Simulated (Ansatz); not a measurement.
# C on Ir(111): change of the work function, part 4 of 4

Aim: the work function of Ir(111) at several coverages of C (fcc site), and the dipole that each adsorbate carries.

Ansatz 0.2.0; plane-wave DFT, PBE, Ansatz PAW.

So far, work function, upper face (eV): step 2 (the clean slab) 5.49; step 3 (37 atoms, coverage 0.111 ML, cell 3x3) 5.56; step 4 (17 atoms, coverage 0.25 ML, cell 2x2) 5.68.

## (5) Adsorbate added, k-mesh 6×6×1, coverage 0.5 ML (continued)

The steps of the relaxation:

| step | energy less that of the first step (eV) | largest force component (eV/Å) |
| --- | --- | --- |
| 1 | 0.0000 | 3.3059 |
| 2 | -1.7485 | 2.1392 |
| 3 | -2.1972 | 1.1675 |
| 4 | -2.3311 | 0.2210 |
| 5 | -2.3550 | 0.0444 |
| 6 | -2.3565 | 0.0171 |

Forces are held to the 4 operations that the program found; a distortion that breaks them can't arise in this run.

The atoms that moved most (Å):

| atom | dx | dy | dz | length |
| --- | --- | --- | --- | --- |
| Ir4 | 0.000 | -0.326 | 0.283 | 0.432 |
| Ir12 | 0.000 | -0.326 | 0.283 | 0.432 |
| C18 | 0.000 | -0.075 | -0.289 | 0.299 |
| C17 | 0.000 | -0.075 | -0.289 | 0.299 |
| Ir16 | 0.000 | -0.230 | 0.058 | 0.237 |
| Ir8 | 0.000 | -0.230 | 0.058 | 0.237 |
| Ir3 | 0.000 | 0.005 | -0.035 | 0.035 |
| Ir11 | 0.000 | 0.005 | -0.035 | 0.035 |

The relaxed structure:

```xyz
18
Lattice="5.4306 0.0000 0.0000 2.7153 4.7030 0.0000 0.0000 0.0000 26.2284" Properties=species:S:1:pos:R:3
Ir    0.0000    0.0000    9.0000
Ir    1.3576    0.7838   11.2170
Ir    2.7153    1.5729   13.3964
Ir    0.0000   -0.3258   15.9188
Ir    1.3576    2.3515    9.0000
Ir    2.7153    3.1353   11.2170
Ir    4.0729    3.9308   13.4523
Ir    1.3576    2.1219   15.6936
Ir    2.7153    0.0000    9.0000
Ir    4.0729    0.7838   11.2170
Ir    5.4306    1.5729   13.3964
Ir    2.7153   -0.3258   15.9188
Ir    4.0729    2.3515    9.0000
Ir    5.4306    3.1353   11.2170
Ir    6.7882    3.9308   13.4523
Ir    4.0729    2.1219   15.6936
C     1.3576    0.7087   16.9392
C     4.0729    0.7087   16.9392
```

The relaxation took 6 steps and lowered the energy by 2.4 eV; the largest force on the free atoms ends at 0.017 eV/Å.

The covered face has 5.87 eV, +0.38 eV against the clean one; the bare back face has moved by -0.02 eV, a measure of how thin the slab is.

## (6) The covered slab, k-mesh 12×12×1, coverage 1 ML

System of this step: Ir4C (C/Ir(111)). The cell holds 5 atoms: 4 Ir and 1 C. Its edges and angles: a = 2.715 Å, b = 2.715 Å, c = 26.228 Å, α = 90.0°, β = 90.0°, γ = 60.0°. Vacuum lies along c.

Another coverage, to see how the dipoles act on each other as their distance changes.

Contents of input.yaml:

```yaml
crystal:
  lattice:
    - [2.7152900398, 0.0, 0.0]
    - [1.3576450199, 2.3515101531, 0.0]
    - [0.0, 0.0, 26.2284156464]
  atoms:
    - { symbol: Ir, position: [0.0, 0.0, 0.3431392929] }
    - { symbol: Ir, position: [0.3333333333, 0.3333333333, 0.4276668932] }
    - { symbol: Ir, position: [0.6666666667, 0.6666666667, 0.5120960926] }
    - { symbol: Ir, position: [0.0, 0.0, 0.5961199903] }
    - { symbol: C, position: [0.3333333333, 0.3333333333, 0.6568607071] }
kpoints:
  mp_grid: { grid: [12, 12, 1] }
hamiltonian:
  xc: pbe
scf:
  occupations: { method: fermi_dirac, width: 0.1 }
  convergence: { dr2_threshold: 1.0e-08 }
efield:
  axis: 3
  dipole_correction: true
  ramp_position: 0.97
  ramp_width: 0.06
relax:
  f_tol: 0.02
  max_steps: 60
  constraints: [{ sites: [0, 1] }]
output:
  write_potential: true
  write_density: true
  volumetric_format: npy
```

Launch:

```sh
ansatz run input.yaml --threads 4 --pin off --max-ram 16384MiB --backend cpu --events-out ev --progress --plain --runs-dir out
```

Log:

```text
[...]
Crystal: 5 atoms, lattice volume = 167.469 Å³
Basis set: ecut = 420 eV, 3309 PW (Γ), exchange–correlation on 40×40×360 points (8 copies of the dense FFT grid, shifted against one another)
Bands: 44, of which v1, the nominal top of the filled ones, is band 36 counted from 1 (35 counted from 0)
Symmetry: 6 space group operations
[...]
F+E_penalty+E_count = -47988.02112423 eV   max|allowed force component| = 9.640e-3 eV/Å
  atoms:
    - { symbol: Ir, position: [-1.480297e-17, -1.480297e-17, 0.3431392929] }
    - { symbol: Ir, position: [0.333333, 0.333333, 0.427667] }
    - { symbol: Ir, position: [0.666667, 0.666667, 0.511135] }
    - { symbol: Ir, position: [-4.160306e-18, -1.480297e-17, 0.604714] }
    - { symbol: C, position: [0.333333, 0.333333, 0.652094] }
[key lines of the parts left out:]
SCF converged after 9 iterations
Free energy (F): -47988.021124 eV
Fermi energy:    5.506754 eV
Dipole field:    D = -0.031873 V/Å  (p = -0.029498 e·Å, saw-weighted, corrected)
Work function:   Φ+ = 6.2704 eV   Φ− = 5.4345 eV
```

Run time: 22 s. Hardware: 4 threads of Arm Neoverse V1, shared host; peak memory 0.5 GiB; 85 s of CPU time.

The steps of the relaxation:

| step | energy less that of the first step (eV) | largest force component (eV/Å) |
| --- | --- | --- |
| 1 | 0.0000 | 3.6846 |
| 2 | -0.4537 | 1.4828 |
| 3 | -0.5791 | 0.6135 |
| 4 | -0.5962 | 0.1285 |
| 5 | -0.5968 | 0.0096 |

Forces are held to the 6 operations that the program found; a distortion that breaks them can't arise in this run.

The atoms that moved most (Å):

| atom | dx | dy | dz | length |
| --- | --- | --- | --- | --- |
| Ir4 | 0.000 | 0.000 | 0.225 | 0.225 |
| C5 | 0.000 | 0.000 | -0.125 | 0.125 |
| Ir3 | 0.000 | 0.000 | -0.025 | 0.025 |

Final coordinates:

```xyz
5
Lattice="2.7153 0.0000 0.0000 1.3576 2.3515 0.0000 0.0000 0.0000 26.2284" Properties=species:S:1:pos:R:3
Ir    0.0000    0.0000    9.0000
Ir    1.3576    0.7838   11.2170
Ir    2.7153    1.5677   13.4063
Ir    0.0000    0.0000   15.8607
C     1.3576    0.7838   17.1034
```

The relaxation took 5 steps and lowered the energy by 0.60 eV; the largest force on the free atoms ends at 0.0096 eV/Å.

The covered face has 6.27 eV, +0.78 eV against the clean one; the bare back face has moved by -0.06 eV, a measure of how thin the slab is.

## (7) Work function against coverage

This step: plane-wave DFT, PBE, Ansatz PAW; work function against coverage (Ansatz 0.2.0).

The runs are now put side by side.

This step gave:

```yaml
work_function_of_the_clean_face: 5.486 eV
largest_change_of_the_work_function: 0.7840 eV
```

Table of work function of the covered face by coverage:

| coverage (adsorbates/nm²) | work function of the covered face (eV) |
| --- | --- |
| 0.00 | 5.49 |
| 1.74 | 5.56 |
| 3.92 | 5.68 |
| 7.83 | 5.87 |
| 15.66 | 6.27 |

The dipole per adsorbate comes from the change of the cell's dipole. Coverage, by row:

| coverage (1/nm²) | coverage (ML) | work function (eV) | change (eV) | dipole per adsorbate, positive end outwards (debye) | mean height of the added atoms over the highest substrate atom (Å) |
| --- | --- | --- | --- | --- | --- |
| 1.74 | 0.1111 | 5.558 | 0.07205 | -0.102 | 1.041 |
| 3.915 | 0.25 | 5.683 | 0.1963 | -0.133 | 1.073 |
| 7.831 | 0.5 | 5.867 | 0.3803 | -0.134 | 1.02 |
| 15.66 | 1 | 6.27 | 0.784 | -0.143 | 1.243 |

## (8) Results

* work function of the clean face: 5.49 eV
* work function at 0.11 ML: 5.56 eV
* work function at 0.25 ML: 5.68 eV
* work function at 0.5 ML: 5.87 eV
* work function at 1 ML: 6.27 eV
* dipole per adsorbate at 0.11 ML, positive end outwards: -0.10 D

In words: At the lowest coverage C changes the work function of Ir(111) by under 0.15 eV, within the error of so thin a slab; the largest change, +0.78 eV, comes at higher coverage. The slab has 4 layers, at the tabulated experimental lattice constant, one starting site was run, and quantum-size effects of a slab this thin can reach one or two tenths of an eV.

[Long decimals in the printed logs are rounded to 6 places.]

[Logs are printed without paths, hosts, clocks, repeated set-up lines and the standing remarks that a program may print on its own settings, such as how far it seeks lower states.]

[Hosts, paths, dates, database ids (printed as entryN), source tags and the programs' standing remarks are cut or masked in the printed files.]

[Maps of the electrostatic potential energy from Ansatz leave out the sawtooth potential of an applied field or a dipole correction, so their vacuum need not be flat; planar profiles and work functions include it.]
